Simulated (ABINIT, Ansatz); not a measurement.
## AlGaN2 (P-4m2): G0W0 on several meshes in ABINIT

Wanted: mesh dependence and cost of G0W0 for AlGaN2 (P-4m2).

Program: ABINIT 10.8.3. Level of theory: LDA and many-body steps on it, plane waves. Results are calculated unless marked as measured.

## (1) Set-up

Symmetry: P-4m2, No. 115, tetragonal system. The conventional cell has a = 3.141 Å, b = 3.141 Å, c = 4.424 Å, α = 90.00°, β = 90.00°, γ = 90.00°. Nearest to Al lie 4 N at 1.89 Å. Ga has 4 N at 1.95 Å nearest. N has 2 Al at 1.89 Å and 2 Ga at 1.95 Å nearest. Farther neighbours and most contacts between anions are not listed.

The cell and positions are those that the Materials Project relaxed with its own functionals (PBE, PBE+U or r2SCAN), kept fixed.

## (2) Empty states on the mesh, 4×4×2 mesh, 95 bands

This step: ABINIT 10.8.3; DFT, LDA, plane waves, norm-conserving pseudopotentials.

The sums over transitions need many empty states on a uniform mesh; this step solves for them.

The input, run.abi:

```
acell 3*1.0 Angstrom
rprim 
  3.140877048700 0.000000000000 0.000000000000
  0.000000000000 3.140877048700 0.000000000000
  0.000000000000 0.000000000000 4.423837940000
ntypat 3
znucl 13 31 7
natom 4
typat 1 2 3 3
xred 
  0.500000000000 0.500000000000 0.500000000000
  0.000000000000 0.000000000000 0.000000000000
  0.500000000000 0.000000000000 0.738264810000
  0.000000000000 0.500000000000 0.261735190000
pp_dirpath "pseudos"
pseudos "Al.upf, Ga.upf, N.upf"
ecut 45
ngkpt 4 4 2
nshiftk 1
shiftk 0 0 0
kptopt 1
chksymbreak 0
iscf -2
irdden 1
istwfk *1
nband 95
nbdbuf 8
tolwfr 1e-09
nstep 60
prtvol 0
indata_prefix "in"
outdata_prefix "out"
tmpdata_prefix "tmp"
```

Started as:

```bash
$ OMP_NUM_THREADS=1 mpirun -n 4 abinit run.abi > log
```

Numbers of over 12 decimals in the logs are rounded to 6 here.

The log of the run:

```text
.Version 10.8.3 of ABINIT. v10.8.2 released Aug 2026.

 Symmetries : space group P-4 m 2 (#115); Bravais tP (primitive tetrag.)
[... echo of the input left out ...]
== DATASET  1 ==================================================================
-   mpi_nproc: 4, omp_nthreads: 1 (-1 if OMP is not activated)

--- !DatasetInfo
iteration_state: {dtset: 1, }
dimensions: {natom: 4, nkpt: 12, mband: 95, nsppol: 1, nspinor: 1, nspden: 1, mpw: 4296, }
cutoff_energies: {ecut:  45.0, pawecutdg:  -1.0, }
[...]
2.51452    2.51452    2.51618    2.58936    2.61148    2.61148    2.62952    2.63464
   2.63464    2.68761    2.69361    2.75421    2.75688    2.79065    2.81251    2.81251
   2.83976    2.84398    2.85133    2.85134    2.85388    2.87513    2.88390
 prteigrs : prtvol=0 or 1, do not print more k-points.

== END DATASET(S) ==============================================================
================================================================================

 -outvars: echo values of variables after computation  --------
            nband          95
             nkpt          12
          spgroup         115
 [... the other variables as echoed above ...]

 Calculation completed.
```

Wall time 37 s (4 MPI ranks of Arm Neoverse V1, shared host); peak memory 0.34 GiB.

Numbers from this step:

* gap: 2.872 eV
* k of the valence top: 0, 0, 0
* k of the conduction bottom: 0, 0, 0
* least direct gap: 2.872 eV
* k points computed: 12
* lowest point of the top converged band, above the valence top: 66.3914 eV

On this mesh the gap is 2.872 eV.

The density comes from a self-consistent run that is not shown.

## (3) Screening, 4×4×2 mesh, 45 bands, screening to 114.3 eV

The RPA dielectric matrix is built and inverted for each q.

This step: RPA screening on LDA, plane waves, norm-conserving pseudopotentials.

Changes to run.abi since step 2:

```diff
@@ -22,10 +22,11 @@
 chksymbreak 0
-iscf -2
-irdden 1
 istwfk *1
-nband 95
-nbdbuf 8
-tolwfr 1e-09
-nstep 60
-prtvol 0
+occopt 1
+irdwfk 1
+optdriver 3
+nband 45
+ecuteps 4.2
+inclvkb 2
+awtr 1
+symchi 1
 indata_prefix "in"
```

The log of the run:

```text
.Version 10.8.3 of ABINIT. v10.8.2 released Aug 2026.

 Symmetries : space group P-4 m 2 (#115); Bravais tP (primitive tetrag.)
[... echo of the input left out ...]
== DATASET  1 ==================================================================
-   mpi_nproc: 4, omp_nthreads: 1 (-1 if OMP is not activated)

--- !DatasetInfo
iteration_state: {dtset: 1, }
dimensions: {natom: 4, nkpt: 12, mband: 45, nsppol: 1, nspinor: 1, nspden: 1, mpw: 4296, }
cutoff_energies: {ecut:  45.0, pawecutdg:  -1.0, }
electrons: {nelect:   3.40000000E+01, charge:   0.00000000E+00, occopt:   1.00000000E+00, tsmear:   1.00000000E-02, }

 SCREENING: Calculation of the susceptibility and dielectric matrices

 Based on a program developped by R.W. Godby, V. Olevano, G. Onida, and L. Reining.
 Incorporated in ABINIT by V. Olevano, G.-M. Rignanese, and M. Torrent.
.Using double precision arithmetic ; gwpc =  8

[... cell and pseudopotentials left out ...]
--------------------------------------------------------------------------------

 ==== K-mesh for the wavefunctions ====
 Number of points in the irreducible wedge :    12
[... list of points left out ...]
 Together with  8 symmetry operations and time-reversal symmetry
 yields    32 points in the full Brillouin Zone.

 ==== Q-mesh for the screening function ====
 Number of points in the irreducible wedge :    12
[... list of points left out ...]
 Together with  8 symmetry operations and time-reversal symmetry
 yields    32 points in the full Brillouin Zone.

 setmesh: FFT mesh size selected  =    24x   24x   36
          total number of points  =        20736

 vcoul_init : cutoff-mode = AUXILIARY_FUNCTION
 q-points for optical limit:   1
     1)      0.000010    0.000020    0.000030

- screening: taking advantage of time-reversal symmetry
- Maximum band index for partially occupied states nbvw = 17
- Remaining bands to be divided among processors   nbcw = 28
- Number of bands treated by each node ~7

 Number of electrons calculated from density =   34.0000; Expected =   34.0000
 average of density, n =  0.115447
 r_s =    1.2740
 omega_plasma =   32.7753 [eV]

 calculating chi0 at frequencies [eV] :
  1    0.000000E+00    0.000000E+00
  2    0.000000E+00    3.277527E+01

--------------------------------------------------------------------------------
  q-point number  1        q = ( 0.000000, 0.000000, 0.000000) [r.l.u.]
--------------------------------------------------------------------------------
[... chi0 elements left out ...]
 For q-point:  0.000010 0.000020 0.000030
  dielectric constant =   5.4358
  dielectric constant without local fields =   5.8815

  Average fulfillment of the sum rule on Im[epsilon] for q-point    1 :     26.23  [%]
[... wings left out ...]
  q-point number  2        q = ( 0.250000, 0.000000, 0.000000) [r.l.u.]
--------------------------------------------------------------------------------
[... chi0 elements left out ...]
  Average fulfillment of the sum rule on Im[epsilon] for q-point    2 :     36.89  [%]

 [... 10 further q-points ...]
```

It took 16 s on 4 MPI ranks; peak memory 0.73 GiB.

Numbers from this step:

```yaml
eps_infinity_with_local_fields_on_this_mesh_along_the_program_s_q_direction: 5.436
the_same_without_local_fields: 5.881
plasma_frequency: 32.78 eV
plane_waves_in_the_screening_matrix: 123
```

Local fields lower ε∞ by 8 %. On a Γ-centred mesh this coarse the value itself is usually too large, while a short band sum pulls it down.

## (4) 4×4×2

The self-energy is evaluated for the states that the input lists, and the levels follow from it, in one-shot runs by the linearised quasiparticle equation.

This step: G0W0 on LDA, plane waves, norm-conserving pseudopotentials.

Changes to run.abi since step 3:

```diff
@@ -25,8 +25,15 @@
 irdwfk 1
-optdriver 3
+optdriver 4
 nband 45
+gwcalctyp 0
+ecutsigx 45
+symsigma 1
+nkptgw 1
+kptgw 
+  0.0000000000 0.0000000000 0.0000000000
+bdgw 
+  16 19
 ecuteps 4.2
-inclvkb 2
-awtr 1
-symchi 1
+irdscr 1
+ppmodel 1
 indata_prefix "in"
```

The log of the run:

```text
.Version 10.8.3 of ABINIT. v10.8.2 released Aug 2026.

 Symmetries : space group P-4 m 2 (#115); Bravais tP (primitive tetrag.)
[... echo of the input left out ...]
== DATASET  1 ==================================================================
-   mpi_nproc: 4, omp_nthreads: 1 (-1 if OMP is not activated)

--- !DatasetInfo
iteration_state: {dtset: 1, }
dimensions: {natom: 4, nkpt: 12, mband: 45, nsppol: 1, nspinor: 1, nspden: 1, mpw: 4296, }
cutoff_energies: {ecut:  45.0, pawecutdg:  -1.0, }
electrons: {nelect:   3.40000000E+01, charge:   0.00000000E+00, occopt:   1.00000000E+00, tsmear:   1.00000000E-02, }

 SIGMA: Calculation of the GW corrections

 Based on a program developped by R.W. Godby, V. Olevano, G. Onida, and L. Reining.
 Incorporated in ABINIT by V. Olevano, G.-M. Rignanese, and M. Torrent.
.Using double precision arithmetic ; gwpc =  8

[... cell and pseudopotentials left out ...]
--------------------------------------------------------------------------------

 ==== K-mesh for the wavefunctions ====
 Number of points in the irreducible wedge :    12
[... list of points left out ...]
 Together with  8 symmetry operations and time-reversal symmetry
 yields    32 points in the full Brillouin Zone.

 ==== Q-mesh for screening function ====
 Number of points in the irreducible wedge :    12
[... list of points left out ...]
 Together with  8 symmetry operations and time-reversal symmetry
 yields    32 points in the full Brillouin Zone.

 vcoul_init : cutoff-mode = AUXILIARY_FUNCTION
 q-points for optical limit:   1
     1)      0.000010    0.000020    0.000030
 setmesh: FFT mesh size selected  =    36x   36x   54
          total number of points  =        69984

 Number of electrons calculated from density =   34.0000; Expected =   34.0000
 average of density, n =  0.115447
 r_s =    1.2740
 omega_plasma =   32.7753 [eV]

 === KS Band Gaps ===
  >>>> For spin  1
   Minimum direct gap =   2.8720 [eV], located at k-point      :   0.0000  0.0000  0.0000
   Fundamental gap    =   2.8720 [eV], Top of valence bands at :   0.0000  0.0000  0.0000
                                       Bottom of conduction at :   0.0000  0.0000  0.0000
 SIGMA fundamental parameters:
 PLASMON POLE MODEL  1
 number of plane-waves for SigmaX                 4201
 number of plane-waves for SigmaC and W            123
 number of plane-waves for wavefunctions          4201
 number of bands                                    45
 number of independent spin polarizations            1
 number of spinorial components                      1
 number of k-points in IBZ                          12
 number of q-points in IBZ                          12
 number of symmetry operations                       8
 number of k-points in BZ                           32
 number of q-points in BZ                           32
 number of frequencies for dSigma/dE                 9
 frequency step for dSigma/dE [eV]                0.25
 number of omega for Sigma on real axis              0
 max omega for Sigma on real axis  [eV]           0.00
 zcut for avoiding poles [eV]                     0.10

 EPSILON^-1 parameters (SCR file):
 dimension of the eps^-1 matrix on file            123
 dimension of the eps^-1 matrix used               123
 number of plane-waves for wavefunctions          4201
 number of bands                                    45
 number of q-points in IBZ                          12
 number of frequencies                               2
 number of real frequencies                          1
 number of imag frequencies                          1

 matrix elements of self-energy operator (all in [eV])

 Perturbative Calculation

--- !SelfEnergy_ee
iteration_state: {dtset: 1, }
kpoint     : [   0.000,    0.000,    0.000, ]
spin       : 1
KS_gap     :    2.872
QP_gap     :    4.179
Delta_QP_KS:    1.307
data: !SigmaeeData |
     Band     E0 <VxcDFT>   SigX SigC(E0)      Z dSigC/dE  Sig(E)    E-E0       E
       16   6.057 -17.927 -21.690   3.723   0.794  -0.259 -17.959  -0.032   6.024
       17   6.057 -17.927 -21.690   3.723   0.794  -0.259 -17.959  -0.032   6.024
       18   8.929 -13.963  -9.273  -3.134   0.819  -0.222 -12.689   1.274  10.203
       19   9.588 -11.842  -7.310  -3.275   0.835  -0.198 -10.792   1.050  10.637

== END DATASET(S) ==============================================================
================================================================================

 -outvars: echo values of variables after computation  --------
           etotal      0.0000000000E+00
            nband          45
             nkpt          12
          spgroup         115
 [... the other variables as echoed above ...]

 Calculation completed.
```

Wall time 4.1 s (4 MPI ranks); peak memory 0.37 GiB; 16 s of CPU time.

Numbers from this step:

| Item | Value |
| --- | --- |
| G0W0 gap on the points computed | 4.179 eV |
| starting gap on the mesh | 2.872 eV |
| k of the valence top | 0, 0, 0 |
| k of the conduction bottom | 0, 0, 0 |
| Z at the valence top | 0.794 |
| Z at the conduction bottom | 0.819 |
| least direct G0W0 gap on the computed points | 4.179 eV |

The gap on the mesh goes from 2.87 eV to 4.18 eV, a correction of +1.31 eV.

## (5) Empty states on the mesh, 2×2×2 mesh, 49 bands

This step: DFT, LDA, plane waves, norm-conserving pseudopotentials.

Changes to run.abi since step 4:

```diff
@@ -17,3 +17,3 @@
 ecut 45
-ngkpt 4 4 2
+ngkpt 2 2 2
 nshiftk 1
@@ -22,18 +22,10 @@
 chksymbreak 0
+iscf -2
+irdden 1
 istwfk *1
-occopt 1
-irdwfk 1
-optdriver 4
-nband 45
-gwcalctyp 0
-ecutsigx 45
-symsigma 1
-nkptgw 1
-kptgw 
-  0.0000000000 0.0000000000 0.0000000000
-bdgw 
-  16 19
-ecuteps 4.2
-irdscr 1
-ppmodel 1
+nband 49
+nbdbuf 4
+tolwfr 1e-09
+nstep 60
+prtvol 0
 indata_prefix "in"
```

The log of the run:

```text
.Version 10.8.3 of ABINIT. v10.8.2 released Aug 2026.

 Symmetries : space group P-4 m 2 (#115); Bravais tP (primitive tetrag.)
[... echo of the input left out ...]
== DATASET  1 ==================================================================
-   mpi_nproc: 4, omp_nthreads: 1 (-1 if OMP is not activated)

--- !DatasetInfo
iteration_state: {dtset: 1, }
dimensions: {natom: 4, nkpt: 6, mband: 49, nsppol: 1, nspinor: 1, nspden: 1, mpw: 4296, }
cutoff_energies: {ecut:  45.0, pawecutdg:  -1.0, }
[...]
1.05000    1.10656    1.17649    1.18649    1.18649    1.19001    1.35167    1.35167
   1.42031    1.43901    1.46385    1.47196    1.47196    1.51239    1.51239    1.57807
   1.68931
 prteigrs : prtvol=0 or 1, do not print more k-points.

== END DATASET(S) ==============================================================
================================================================================

 -outvars: echo values of variables after computation  --------
            nband          49
             nkpt           6
          spgroup         115
 [... the other variables as echoed above ...]

 Calculation completed.
```

It took 11 s on 4 MPI ranks; peak memory 0.27 GiB.

This step gave:

- gap: 2.872 eV
- k of the valence top: 0, 0, 0
- k of the conduction bottom: 0, 0, 0
- least direct gap: 2.872 eV
- k points computed: 6
- lowest point of the top converged band, above the valence top: 34.00 eV

On this mesh the gap is 2.872 eV.

## (6) Screening, 2×2×2 mesh, 45 bands, screening to 114.3 eV

This step: RPA screening on LDA, plane waves, norm-conserving pseudopotentials.

Changes to run.abi since step 5:

```diff
@@ -22,10 +22,11 @@
 chksymbreak 0
-iscf -2
-irdden 1
 istwfk *1
-nband 49
-nbdbuf 4
-tolwfr 1e-09
-nstep 60
-prtvol 0
+occopt 1
+irdwfk 1
+optdriver 3
+nband 45
+ecuteps 4.2
+inclvkb 2
+awtr 1
+symchi 1
 indata_prefix "in"
```

The log of the run:

```text
.Version 10.8.3 of ABINIT. v10.8.2 released Aug 2026.

 Symmetries : space group P-4 m 2 (#115); Bravais tP (primitive tetrag.)
[... echo of the input left out ...]
== DATASET  1 ==================================================================
-   mpi_nproc: 4, omp_nthreads: 1 (-1 if OMP is not activated)

--- !DatasetInfo
iteration_state: {dtset: 1, }
dimensions: {natom: 4, nkpt: 6, mband: 45, nsppol: 1, nspinor: 1, nspden: 1, mpw: 4296, }
cutoff_energies: {ecut:  45.0, pawecutdg:  -1.0, }
electrons: {nelect:   3.40000000E+01, charge:   0.00000000E+00, occopt:   1.00000000E+00, tsmear:   1.00000000E-02, }

 SCREENING: Calculation of the susceptibility and dielectric matrices

 Based on a program developped by R.W. Godby, V. Olevano, G. Onida, and L. Reining.
 Incorporated in ABINIT by V. Olevano, G.-M. Rignanese, and M. Torrent.
.Using double precision arithmetic ; gwpc =  8

[... cell and pseudopotentials left out ...]
--------------------------------------------------------------------------------

 ==== K-mesh for the wavefunctions ====
 Number of points in the irreducible wedge :     6
[... list of points left out ...]
 Together with  8 symmetry operations and time-reversal symmetry
 yields     8 points in the full Brillouin Zone.

 ==== Q-mesh for the screening function ====
 Number of points in the irreducible wedge :     6
[... list of points left out ...]
 Together with  8 symmetry operations and time-reversal symmetry
 yields     8 points in the full Brillouin Zone.

 setmesh: FFT mesh size selected  =    24x   24x   36
          total number of points  =        20736

 vcoul_init : cutoff-mode = AUXILIARY_FUNCTION
 q-points for optical limit:   1
     1)      0.000010    0.000020    0.000030

- screening: taking advantage of time-reversal symmetry
- Maximum band index for partially occupied states nbvw = 17
- Remaining bands to be divided among processors   nbcw = 28
- Number of bands treated by each node ~7

 Number of electrons calculated from density =   34.0000; Expected =   34.0000
 average of density, n =  0.115447
 r_s =    1.2740
 omega_plasma =   32.7753 [eV]

 calculating chi0 at frequencies [eV] :
  1    0.000000E+00    0.000000E+00
  2    0.000000E+00    3.277527E+01

--------------------------------------------------------------------------------
  q-point number  1        q = ( 0.000000, 0.000000, 0.000000) [r.l.u.]
--------------------------------------------------------------------------------
[... chi0 elements left out ...]
 For q-point:  0.000010 0.000020 0.000030
  dielectric constant =   8.4745
  dielectric constant without local fields =   9.2553

  Average fulfillment of the sum rule on Im[epsilon] for q-point    1 :     25.92  [%]
[... wings left out ...]
  q-point number  2        q = ( 0.500000, 0.000000, 0.000000) [r.l.u.]
--------------------------------------------------------------------------------
[... chi0 elements left out ...]
  Average fulfillment of the sum rule on Im[epsilon] for q-point    2 :     31.86  [%]

 [... 4 further q-points ...]
```

The job ended after 6.2 s (4 MPI ranks; peak memory 0.5 GiB; 25 s of CPU time).

Numbers from this step:

| Property | Result |
| --- | --- |
| ε∞ with local fields, on this mesh, along the program's q direction | 8.475 |
| the same without local fields | 9.255 |
| plasma frequency | 32.78 eV |
| plane waves in the screening matrix | 123 |

[end of part 1 of 2]

[Paths, hosts, dates, memory and timing lines, banners, echoed tables and standing remarks are left out of the program output.]

[Logs are printed without paths, hosts, clocks, repeated set-up lines and the standing remarks that a program may print on its own settings, such as how far it seeks lower states.]

[Runs of the session that timed out or met a known fault of the program may be left out.]

[No measured gap is set beside runs whose start may be inverted or whose files or cutoffs have a known fault.]

[Hosts, paths, dates, database ids (printed as entryN), source tags and the programs' standing remarks are cut or masked in the printed files.]

[G0W0 gaps are taken among the corrected bands and points alone; a level outside them can change the order at an edge.]

[Where Ansatz stands beside ABINIT at settings called matched, ABINIT's density can come from a denser mesh and the files from another edition; pairs whose starting gaps differed by over 0.03 eV were left out, so agreement reads better than it is.]
